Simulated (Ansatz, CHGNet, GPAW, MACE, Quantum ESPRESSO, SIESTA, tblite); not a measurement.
# Which run comes nearest? Twisted graphene monolayer on bilayer, 87.80° (78 atoms)

The cell holds 78 atoms: 78 C. Its edges and angles: a = 8.870 Å, b = 8.870 Å, c = 20.690 Å, α = 90.0°, β = 90.0°, γ = 120.0°. It derives from C (graphene). Graphene (a = 2.46 Å) under graphene (a = 2.46 Å), monolayer on bilayer, commensurate cell of 13 unit cells a layer, twist 87.80 deg; facing planes 3.32, 3.37 Å apart as built; 14 Å of vacuum; minimised with a classical potential. Then every atom was moved at random, 0.03 Å r.m.s. a Cartesian component. Regions: layer 1, 26 atoms (26 C); layer 2, 26 atoms (26 C); layer 3, 26 atoms (26 C). Vacuum lies along c.

Geometry: as built.

The reference, a calculation:

- method: Kohn-Sham DFT, PBE, SSSP efficiency 1.3.0 pseudopotentials, plane waves (Quantum ESPRESSO 7.5); sssp-pbe-1.3.0-efficiency, cutoffs 45/360 Ry, Γ point
- r.m.s. force component: 1.586 eV/Å
- longest force: 4.875 eV/Å
- time: 2.7 min on 4 MPI ranks of Arm Neoverse V1, shared host
- CPU time: 11 min

Runs, in no order:
A. GPAW PBE, LCAO sz(dzp), h 0.2 Å: Kohn-Sham DFT, PBE, PAW, atomic orbitals (sz(dzp))
B. tblite GFN1-xTB: GFN1-xTB tight binding, diagonalisation
C. CHGNet 0.3.0 potential: machine-learned interatomic potential CHGNet 0.3.0, trained on PBE(+U) plane-wave data
D. MACE MP-0b3 medium potential: machine-learned interatomic potential MACE MP-0b3 medium, trained on PBE(+U) plane-wave data

Q: Order them from the smallest to the largest r.m.s. force difference.

B, D, C, A.

| run | Δ force, r.m.s. (meV/Å) | share of r.m.s. force (%) | CPU time |
| --- | --- | --- | --- |
| B. tblite GFN1-xTB | 96.9 | 6.11 | 1.6 s |
| D. MACE MP-0b3 medium potential | 170 | 10.7 | 10 s |
| C. CHGNet 0.3.0 potential | 332 | 20.9 | 5.8 s |
| A. GPAW PBE, LCAO sz(dzp), h 0.2 Å | 472 | 29.7 | 30 s |

Periodic xTB results under one method name differ between programs and library versions. Machine-learned potentials mimic data converged in k, so the reference's own k-point error enters their differences. The electronic-structure runs sample only Γ, in a cell whose shortest periodic width is 8 Å.

[Hosts, paths, dates, database ids (printed as entryN), source tags and the programs' standing remarks are cut or masked in the printed files.]
